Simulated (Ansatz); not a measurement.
# MgTiS3 (model cell, started as cubic perovskite with Ti in the octahedra): following an unstable mode

Aim: this structure of MgTiS3 (model cell, started as cubic perovskite with Ti in the octahedra) is to be tested for unstable modes, and one is followed downhill.

Calculated with Ansatz 0.2.0; DFT PBE, scalar-relativistic, plane waves, PAW; PAW set soft_1.

The structure was built from a prototype and need not be the compound's stable phase.

**1. Set-up**

Symmetry: Pm-3m, No. 221, cubic system. The conventional cell has a = 4.709 Å, b = 4.709 Å, c = 4.709 Å, α = 90.00°, β = 90.00°, γ = 90.00°. Nearest to Mg lie 12 S at 3.33 Å. Ti has 6 S at 2.35 Å nearest. Nearest to S lie 2 Ti at 2.35 Å. Farther neighbours and most contacts between anions are not listed.

**2. Phonons on a q mesh**

The cell comes from relaxations at this level that are not shown. Stability and thermal properties need the whole zone. Linear response on a 4×4×4 q mesh gives force constants as far as a supercell of that size would.

Contents of input.yaml:

```yaml
crystal:
  lattice:
    - [4.7086208483, 0.0, 0.0]
    - [0.0, 4.7086208483, 0.0]
    - [0.0, 0.0, 4.7086208483]
  atoms:
    - { symbol: Mg, position: [0.0, 0.0, 0.0] }
    - { symbol: Ti, position: [0.5, 0.5, 0.5] }
    - { symbol: S, position: [0.5, 0.5, 0.0] }
    - { symbol: S, position: [0.5, 0.0, 0.5] }
    - { symbol: S, position: [0.0, 0.5, 0.5] }
kpoints:
  mp_grid: { grid: [8, 8, 8] }
hamiltonian:
  xc: pbe
  pseudopotentials: { kind: paw, azcp: { folder: soft_1 } }
scf:
  occupations: { method: methfessel_paxton, width: 0.2 }
output:
  eigenvalues: true
phonons:
  method: dfpt
  qmesh: [4, 4, 4]
  temperatures: { t_max: 1000, t_step: 50 }
  qpath:
    path:
      - [[0.0, 0.0, 0.0], [0.0, 0.5, 0.0], [0.5, 0.5, 0.0], [0.0, 0.0, 0.0], [0.5, 0.5, 0.5], [0.0, 0.5, 0.0]]
      - [[0.5, 0.5, 0.5], [0.5, 0.5, 0.0]]
    npoints: 10
```

Started as:

```sh
> ansatz run input.yaml --threads 4 --pin off --max-ram 16384MiB --backend cpu --events-out ev --progress --plain --runs-dir out
```

Numbers of over 12 decimals in the logs are rounded to 6 here.

The log of the run:

```text
Engine: ansatz 0.2.0, aarch64-unknown-linux-gnu
Pseudopotentials: kind: paw
Pseudopotential: Mg, paw, valence charge 10, recommended cutoff 420 eV (normal), soft_1/Mg.paw.azcp
Pseudopotential: Ti, paw, valence charge 12, recommended cutoff 420 eV (normal), soft_1/Ti.paw.azcp
Pseudopotential: S, paw, valence charge 6, recommended cutoff 420 eV (normal), soft_1/S.paw.azcp
Functional definition: PBE
  parameter kappa = 0.804
  parameter beta = 0.066725
  exchange = pbe_x(kappa = kappa, mu = beta*pi^2/3)
  correlation = pbe_c(beta = beta)
Crystal: 5 atoms, lattice volume = 104.395 Å³
Basis set: ecut = 420 eV, 2007 PW (Γ), exchange–correlation on 64×64×64 points (8 copies of the dense FFT grid, shifted against one another)
Bands: 25, of which v1, the nominal top of the filled ones, is band 20 counted from 1 (19 counted from 0)
Symmetry: 48 space group operations
k-points: 35 of 512
Non-local potential: Mg, projectors of the file, l = 0: 3, l = 1: 2, l = 2: 1
Non-local potential: Ti, projectors of the file, l = 0: 3, l = 1: 2, l = 2: 3, l = 3: 1
Non-local potential: S, projectors of the file, l = 0: 2, l = 1: 2, l = 2: 1
PAW form: soft (Blöchl's): semilocal exchange-correlation on the pseudo side does not see the compensation charge
PAW one-centre angular grid: Mg, 110 points (default); XC on 64 Gauss nodes
PAW one-centre angular grid: Ti, 590 points (default); XC on 64 Gauss nodes
PAW one-centre angular grid: S, 110 points (default); XC on 64 Gauss nodes
Initial density: superposition of atomic densities (chi_scale 0.1, normalization cell, long waves kept (reshape's long-wave potential 0.00 eV rms))
Initial wavefunctions: pseudopotential atomic-orbital guess
Functional: x = pbe(κ = 0.804, μ = 0.219515), c = pbe(β = 0.066725)
SCF iter   1: F=—  HF=-7134.452456 eV  |F-HF|=—  |Δ(HF+E_count)|=         —  Δρ=5.89e-2  dr2=8.64e0  ethr=3.10e-3  ⟨swp⟩=7.0  Hψ=9901  notcnv=0
automatic band count: the SCF goes on with 30 bands, as 25 were too few: they end inside the smearing window of the response
preconditioner: auto → Kerker (q_TF=auto, 2.325 Å⁻¹)  [metal: Δε(μ)=0.008 eV  Ē_g=8.775 eV  σ=0.200 eV  W_gap=0.03  n_scr=26 (ndim 8)  ℏωp=17.8 eV  f_vac=0.000  D(μ)=4.68/eV (n_scr^D=32)]
SCF iter   2: F=—  HF=-7133.699579 eV  |F-HF|=—  |Δ(HF+E_count)|=   7.53e-1  S|Δr|=    0.00e0  Δρ=2.91e-2  dr2=2.63e0  ethr=3.10e-3  ⟨swp⟩=2.0  Hψ=1565  notcnv=0  defer=53
SCF iter   3: F=—  HF=-7133.302985 eV  |F-HF|=—  |Δ(HF+E_count)|=   3.97e-1  S|Δr|=    0.00e0  Δρ=6.57e-3  dr2=1.85e-1  ethr=3.10e-3  ⟨swp⟩=3.4  Hψ=1688  notcnv=0  defer=53
SCF iter   4: F=—  HF=-7133.263235 eV  |F-HF|=—  |Δ(HF+E_count)|=   3.97e-2  S|Δr|=    0.00e0  Δρ=2.03e-3  dr2=1.22e-2  ethr=4.62e-4  ⟨swp⟩=1.7  Hψ=1329  notcnv=0  defer=56
SCF iter   5: F=—  HF=-7133.260235 eV  |F-HF|=—  |Δ(HF+E_count)|=   3.00e-3  S|Δr|=    0.00e0  Δρ=7.30e-4  dr2=5.46e-4  ethr=3.04e-5  ⟨swp⟩=2.1  Hψ=1650  notcnv=0  defer=56
SCF iter   6: F=—  HF=-7133.260017 eV  |F-HF|=—  |Δ(HF+E_count)|=   2.18e-4  S|Δr|=    0.00e0  Δρ=2.49e-4  dr2=8.17e-5  ethr=1.37e-6  ⟨swp⟩=2.4  Hψ=1615  notcnv=0  defer=56
SCF iter   7: F=—  HF=-7133.260028 eV  |F-HF|=—  |Δ(HF+E_count)|=   1.09e-5  S|Δr|=    0.00e0  Δρ=7.16e-5  dr2=4.51e-6  ethr=2.04e-7  ⟨swp⟩=2.2  Hψ=1621  notcnv=0  defer=56
SCF iter   8: F=—  HF=-7133.260036 eV  |F-HF|=—  |Δ(HF+E_count)|=   8.06e-6  S|Δr|=    0.00e0  Δρ=1.28e-5  dr2=2.19e-7  ethr=1.13e-8  ⟨swp⟩=2.0  Hψ=1417  notcnv=0  defer=56
SCF iter   9: F=—  HF=-7133.260035 eV  |F-HF|=—  |Δ(HF+E_count)|=   1.58e-6  S|Δr|=    0.00e0  Δρ=3.99e-6  dr2=2.25e-8  ethr=5.47e-10  ⟨swp⟩=2.0  Hψ=1296  notcnv=0  defer=58
SCF iter  10: F=—  HF=-7133.260035 eV  |F-HF|=—  |Δ(HF+E_count)|=   1.87e-8  S|Δr|=    0.00e0  Δρ=8.57e-7  dr2=8.95e-10  ethr=5.64e-11  ⟨swp⟩=2.2  Hψ=1403  notcnv=0  defer=58
SCF iter  11: F=—  HF=-7133.260035 eV  |F-HF|=—  |Δ(HF+E_count)|=  8.36e-10  S|Δr|=    0.00e0  Δρ=2.01e-7  dr2=4.35e-11  ethr=2.24e-12  ⟨swp⟩=2.2  Hψ=1483  notcnv=0  defer=58
SCF iter  12: F=-7133.260035 eV  HF=-7133.260035 eV  |F-HF|=0.00e0  |Δ(HF+E_count)|=  3.91e-11  S|Δr|=    0.00e0  Δρ=5.34e-8  dr2=3.73e-12  ethr=1.00e-12  ⟨swp⟩=13.7  Hψ=6077  notcnv=0
SCF 1 converged in 12 iterations: F = -7133.260035 eV  dr2 = 3.73e-12
  greatest PAW one-centre occupation: 1.000 electrons in one spin orbital (limit 2), on the Mg atom at site 0 (counted from 0), in its partial waves of l = 0
Initial density: read from a saved state, or passed on in memory by an earlier SCF of this step, an earlier step, the calling program or the single point that the run made first
iter 1 solved again at ethr=9.35e-7 eV; its pass at ethr=3.10e-3 eV (dr2=3.74e-4 eV) is discarded
SCF iter   1: F=—  HF=-7133.260034 eV  |F-HF|=—  |Δ(HF+E_count)|=         —  Δρ=2.59e-6  dr2=1.14e-8  ethr=9.35e-7  ⟨swp⟩=3.2  Hψ=6645  notcnv=0
eigensolver tolerance schedule: the retry pair's looser diagonalisation over-reported the residual by 32868.76 of it (diagonalisation noise at an unbounded share of the residual, at the tolerance the schedule requests for it); recorded, not acted on — ethr = c·dr2/N_el stays at c = 1.0e-1
preconditioner: auto → Kerker (q_TF=auto, 2.325 Å⁻¹)  [metal: Δε(μ)=0.070 eV  Ē_g=6.733 eV  σ=0.200 eV  W_gap=0.29  n_scr=26 (ndim 8)  ℏωp=17.8 eV  f_vac=0.000  D(μ)=2.51/eV (n_scr^D=18)]
SCF iter   2: F=—  HF=-7133.260035 eV  |F-HF|=—  |Δ(HF+E_count)|=   1.67e-7  S|Δr|=    0.00e0  Δρ=1.17e-6  dr2=2.16e-9  ethr=2.84e-11  ⟨swp⟩=4.0  Hψ=2410  notcnv=0
SCF iter   3: F=—  HF=-7133.260035 eV  |F-HF|=—  |Δ(HF+E_count)|=  1.16e-10  S|Δr|=    0.00e0  Δρ=8.04e-7  dr2=1.05e-9  ethr=5.39e-12  ⟨swp⟩=1.2  Hψ=886  notcnv=0
SCF iter   4: F=—  HF=-7133.260035 eV  |F-HF|=—  |Δ(HF+E_count)|=  7.64e-11  S|Δr|=    0.00e0  Δρ=4.67e-7  dr2=3.75e-10  ethr=2.64e-12  ⟨swp⟩=1.2  Hψ=881  notcnv=0
SCF iter   5: F=—  HF=-7133.260035 eV  |F-HF|=—  |Δ(HF+E_count)|=  1.36e-11  S|Δr|=    0.00e0  Δρ=4.00e-7  dr2=2.75e-10  ethr=1.00e-12  ⟨swp⟩=1.2  Hψ=887  notcnv=0
SCF iter   6: F=—  HF=-7133.260035 eV  |F-HF|=—  |Δ(HF+E_count)|=  1.91e-11  S|Δr|=    0.00e0  Δρ=2.27e-7  dr2=8.87e-11  ethr=1.00e-12  ⟨swp⟩=1.0  Hψ=875  notcnv=0
SCF iter   7: F=-7133.260035 eV  HF=-7133.260035 eV  |F-HF|=0.00e0  |Δ(HF+E_count)|=  9.09e-12  S|Δr|=    0.00e0  Δρ=1.72e-8  dr2=6.32e-13  ethr=1.00e-12  ⟨swp⟩=2.0  Hψ=2236  notcnv=0
SCF 2 converged in 7 iterations: F = -7133.260035 eV  dr2 = 6.32e-13
phonons: the bands overlap, so this run is a metal and interpolates without the dipole-dipole term. If the crystal is really an insulator or semiconductor, its LO-TO splitting is missing
NSCF: frozen V_eff on 35 k-points
[...]
NSCF: frozen V_eff on 125 k-points
DFPT response loops at q = (0, 0, 0) (fractional): preconditioner auto → Kerker (q_TF=auto, 2.325 Å⁻¹) (partly filled bands, converged f_vac=0.000); β = 1.00, the filter's whole step (`scf.mixing.beta` (0.50) is not read by the response loops under this deck's `scf.mixing.preconditioner`; to damp them name `kerker` or `kerker_dos`, under which they read `scf.mixing.beta`, and type it under 1.00, their step now; both keys bind the ground state too); Broyden in place of MSR1
NSCF: frozen V_eff on 400 k-points
DFPT response loops at q = (0, 0, 0.25) (fractional): mixed as the last ones told, above
NSCF: frozen V_eff on 250 k-points
DFPT response loops at q = (0, 0, -0.5) (fractional): mixed as the last ones told, above
NSCF: frozen V_eff on 640 k-points
DFPT response loops at q = (0, 0.25, 0.25) (fractional): mixed as the last ones told, above
NSCF: frozen V_eff on 400 k-points
DFPT response loops at q = (0, 0.25, -0.5) (fractional): mixed as the last ones told, above
NSCF: frozen V_eff on 250 k-points
DFPT response loops at q = (0, -0.5, -0.5) (fractional): mixed as the last ones told, above
NSCF: frozen V_eff on 1024 k-points
DFPT response loops at q = (0.25, 0.25, 0.25) (fractional): mixed as the last ones told, above
NSCF: frozen V_eff on 640 k-points
DFPT response loops at q = (0.25, 0.25, -0.5) (fractional): mixed as the last ones told, above
NSCF: frozen V_eff on 400 k-points
DFPT response loops at q = (0.25, -0.5, -0.5) (fractional): mixed as the last ones told, above
NSCF: frozen V_eff on 250 k-points
DFPT response loops at q = (-0.5, -0.5, -0.5) (fractional): mixed as the last ones told, above
SCF converged after 12 iterations
Stability not checked: this state was not tested for a lower state beside it, because cold or Methfessel-Paxton smearing, or corrected tetrahedra, fill the levels in a way that the test cannot read (fill_not_monotonic; see scf.lower_state_search)
Free energy (F): -7133.260035 eV
Harris-Foulkes:  -7133.260035 eV  (|F-HF|=0.00e0)
Internal energy: -7133.255499 eV  (E = F + TS)
E sigma→0 (E₀):  -7133.258901 eV
Entropy (-TS):   -0.004536 eV (-0.907 meV/atom)
Fermi energy:    6.744362 eV
Step filling:    the computed levels leave a gap of 0.0025 eV = 0.0 smearing widths at the electron count; against every level under it full and every level over it empty, smearing changes F+E_penalty+E_count by -4.165 meV and its σ→0 estimate by -3.031 meV
--- Per-component energies (eV) ---
  E_band       = -598.243119
  E_kinetic    = 666.377019
  E_local      = -3415.665775  (includes V_loc(G=0)·N_el)
  E_nonlocal   = 358.029041
  E_hartree    = 1234.655173
  E_xc         = -408.952745
  E_vxc        = -427.190564  (∫ρ·V_xc dr)
  E_paw        = -3169.854617  (= ΣΔE_a)
  E_vpaw       = -249.102894  (= ΣTr[D̂ρ^β])
  E_aug_tail   = -0.000231  (compensation charges beyond the density's cutoff)
  E_ewald      = -2397.843363
  E_smearing   = -0.004536  (= −TS)
  E_closure    = 0.000000  (closes the sum)
  Σ components = -7133.260035   (vs F -7133.260035, Δ=0.00e0)
--- Band table (eV; the first three rows and the last of 35) ---
  k-point 0: bands = [... 16 lower, 5.4811, 6.2034, 6.2034, 6.2034, 6.2369, 6.6086, 6.6086, 6.6086, ... 6 higher]
  k-point 1: bands = [... 16 lower, 5.3711, 5.4446, 6.0339, 6.0339, 6.6173, 6.7226, 7.1285, 7.1285, ... 6 higher]
  k-point 2: bands = [... 16 lower, 4.5700, 5.1297, 6.0066, 6.0066, 6.6385, 7.4671, 7.8170, 7.8170, ... 6 higher]
  k-point 34: bands = [... 16 lower, 2.9053, 6.0356, 6.9574, 6.9574, 6.9574, 8.5181, 8.5181, 8.5181, ... 6 higher]
--- Phonons (Γ-DFPT): 4 representative perturbations + reference (Σ response iterations 12) ---
  ASR residual: 4.590e-5 → 0.000e0 eV/Å²; symmetrization residual: 4.708e-6 eV/Å²
  ASR residual per site (eV/Å²): 9.90e-6 1.44e-5 4.59e-5 4.59e-5 4.59e-5
  Γ frequencies (cm⁻¹): -195.77 -195.77 -195.77 -183.46 -183.46 -183.46 -91.80 -91.80 -91.80 0.00 0.00 0.00 361.20 361.20 361.20
--- Phonons (arbitrary-q DFPT): 10 irreducible q on the 4×4×4 mesh ---
  q = [0.0000, 0.0000, 0.0000] (star 1, of the zone-centre solve; hermiticity 7.89e-7, symmetrization 1.23e-13): -195.77 -195.77 -195.77 -183.46 -183.46 -183.46 -91.80 -91.80 -91.80 0.00 0.00 0.00 361.20 361.20 361.20
  q = [0.0000, 0.0000, 0.2500] (star 6, 9 solved perturbations in 1560 linear systems a pass and spin channel, the states on 200 of 512 k-point pairs; hermiticity 1.29e-6, symmetrization 4.69e-13): -184.36 -173.82 -173.82 -150.99 -148.32 -148.32 -85.25 -85.25 45.95 45.95 59.05 171.44 359.97 359.97 392.25
  q = [0.0000, 0.0000, -0.5000] (star 3, 9 solved perturbations in 975 linear systems a pass and spin channel, the states on 125 of 512 k-point pairs; hermiticity 2.51e-7, symmetrization 5.58e-8): -164.66 -162.88 -162.88 -130.35 -130.35 -112.97 -69.76 -69.76 90.85 90.85 92.89 257.35 357.99 357.99 406.29
  q = [0.0000, 0.2500, 0.2500] (star 12, 9 solved perturbations in 2460 linear systems a pass and spin channel, the states on 320 of 512 k-point pairs; hermiticity 1.17e-6, symmetrization 8.81e-14): -191.80 -174.19 -164.23 -151.94 -103.15 -95.66 -91.62 -21.76 51.00 130.97 146.34 184.60 346.54 359.07 420.08
  q = [0.0000, 0.2500, -0.5000] (star 12, 15 solved perturbations on 200 of 512 k-point pairs; hermiticity 1.24e-6, symmetrization 8.14e-8): -191.69 -165.13 -157.32 -150.22 -98.14 -60.07 -56.05 44.28 82.50 159.87 167.62 258.72 325.82 357.61 428.64
  q = [0.0000, -0.5000, -0.5000] (star 3, 9 solved perturbations in 975 linear systems a pass and spin channel, the states on 125 of 512 k-point pairs; hermiticity 6.84e-7, symmetrization 1.62e-7): -235.00 -168.08 -168.08 -137.12 -84.17 58.85 58.85 66.11 66.11 184.22 248.99 257.68 257.68 356.72 437.08
  q = [0.2500, 0.2500, 0.2500] (star 8, 4 solved perturbations in 1376 linear systems a pass and spin channel, the states on 512 of 512 k-point pairs; hermiticity 7.75e-7, symmetrization 1.06e-13): -185.56 -181.75 -181.75 -144.90 -144.90 -135.37 121.84 121.84 138.16 139.91 139.91 196.11 338.31 338.31 444.51
  q = [0.2500, 0.2500, -0.5000] (star 12, 9 solved perturbations in 2460 linear systems a pass and spin channel, the states on 320 of 512 k-point pairs; hermiticity 1.67e-6, symmetrization 4.16e-7): -194.34 -177.60 -171.14 -161.97 -154.77 -130.20 120.80 130.95 161.99 164.24 176.37 256.68 309.76 324.13 449.69
  q = [0.2500, -0.5000, -0.5000] (star 6, 9 solved perturbations in 1560 linear systems a pass and spin channel, the states on 200 of 512 k-point pairs; hermiticity 8.98e-7, symmetrization 2.60e-7): -233.18 -184.68 -184.68 -154.28 -154.28 -152.23 136.42 165.38 165.38 188.43 225.42 250.90 250.90 304.02 455.39
  q = [-0.5000, -0.5000, -0.5000] (star 1, 4 solved perturbations in 350 linear systems a pass and spin channel, the states on 125 of 512 k-point pairs; hermiticity 6.96e-7, symmetrization 5.86e-8): -233.03 -233.03 -233.03 -160.84 -160.84 -160.84 174.03 174.03 191.59 191.59 191.59 241.20 241.20 241.20 461.28
  sum rule: each row above includes the acoustic sum rule's correction from the zone centre's row sums; it moved no ω² by more than (0.62 cm⁻¹)²
  mesh force constants: q→R imaginary residual 5.04e-19; ASR residual 4.590e-5 → 0.000e0 eV/Å²; symmetrization residual 1.599e-14 eV/Å²
  interpolated dispersion: 62 rows × 15 modes
  density of states and harmonic sums: on the 16×16×16 q-mesh, interpolated from the force constants of a 4×4×4 supercell (no non-analytic term)
  largest difference from the sums on the solved wave vectors: F 7.85e-2 eV, S 9.59e-5 and C_V 2.27e-5 eV/K
  zero-point energy: 0.114099 eV/cell   skipped modes (ω ≤ 0): 1121, of them read as no rigid motion or as one in doubt: 1118 (6.688e0 modes/cell left out, lowest -235.00 cm⁻¹)   left out of the sums: 4.46e-1 of the cell's modes: C_V's classical limit lies that fraction below 3 k_B per atom; for a crystal, a wire or a layer, F and S can be off by more, and a phonons.interpolated_qmesh denser along its periods is the remedy for the sampling
```

It took 16 min on 4 threads of Arm Neoverse V1, shared host; peak memory 3.3 GiB; 64 min of CPU time.

In the SCF lines HF is the Harris–Foulkes energy and dr2 the Hartree energy of the density residual, in eV; the loop may stop once dr2 is under the threshold and the program's other checks hold. Hψ counts applications of the Hamiltonian.

This step gave:

| Quantity | Value |
| --- | --- |
| volume per atom | 20.88 Å³ |
| gap on the k-mesh | 0 eV |
| sum-rule residual before enforcement | 4.59e-5 eV/Å² |
| lowest frequency on the path | -235.0 cm⁻¹ |
| point group | m-3m |
| highest frequency on the path or at a solved wavevector | 461.6 cm⁻¹ |
| highest optical mode at the zone centre (no LO-TO term) | 361.2 cm⁻¹ |
| lowest optical zone-centre mode | -195.8 cm⁻¹ |
| lowest mode on the q mesh (acoustic modes at Γ apart) | -235 cm⁻¹ |

Frequencies (cm⁻¹) solved at each irreducible wavevector; negative means imaginary. Frequencies by wavevector, by row:

```
q in reciprocal lattice units  star  mode 1  mode 2  mode 3  mode 4  mode 13  mode 14  mode 15
                        0 0 0     1  -195.8  -195.8  -195.8  -183.5    361.2    361.2    361.2
                     0 0 0.25     6  -184.4  -173.8  -173.8    -151      360      360    392.2
                     0 0 -0.5     3  -164.7  -162.9  -162.9  -130.3      358      358    406.3
                  0 0.25 0.25    12  -191.8  -174.2  -164.2  -151.9    346.5    359.1    420.1
                  0 0.25 -0.5    12  -191.7  -165.1  -157.3  -150.2    325.8    357.6    428.6
                  0 -0.5 -0.5     3    -235  -168.1  -168.1  -137.1    257.7    356.7    437.1
               0.25 0.25 0.25     8  -185.6  -181.8  -181.8  -144.9    338.3    338.3    444.5
               0.25 0.25 -0.5    12  -194.3  -177.6  -171.1    -162    309.8    324.1    449.7
               0.25 -0.5 -0.5     6  -233.2  -184.7  -184.7  -154.3    250.9      304    455.4
               -0.5 -0.5 -0.5     1    -233    -233    -233  -160.8    241.2    241.2    461.3
```

Interpolated from a 4×4×4 q mesh. The phonon branches at the labelled points (cm⁻¹):

```
    point  branch 1  branch 2  branch 3  branch 4  branch 12  branch 13  branch 14  branch 15
        Γ      -196      -196      -196      -184          0        361        361        361
  halfway      -184      -174      -174      -151        171        360        360        392
        X      -165      -163      -163      -130        257        358        358        406
  halfway      -192      -165      -157      -150        259        326        358        429
        M      -235      -168      -168      -137        258        258        357        437
  halfway      -192      -174      -164      -152        185        346        359        420
        Γ      -196      -196      -196      -184          0        361        361        361
  halfway      -186      -182      -182      -145        196        338        338        444
        R      -233      -233      -233      -161        241        241        241        461
  halfway      -194      -178      -171      -162        257        310        324        450
        X      -165      -163      -163      -130        257        358        358        406
jump to R      -233      -233      -233      -161        241        241        241        461
  halfway      -233      -185      -185      -154        251        251        304        455
        M      -235      -168      -168      -137        258        258        357        437
```

Symmetry leaves 10 wavevectors to solve. The lowest mode among them, the acoustic zeros apart, lies at q = (0, -0.5, -0.5) and is imaginary, 235.0i cm⁻¹, so the energy falls along it.

[end of part 1 of 3]

[Logs are printed without paths, hosts, clocks, repeated set-up lines and the standing remarks that a program may print on its own settings, such as how far it seeks lower states.]

[Hosts, paths, dates, database ids (printed as entryN), source tags and the programs' standing remarks are cut or masked in the printed files.]
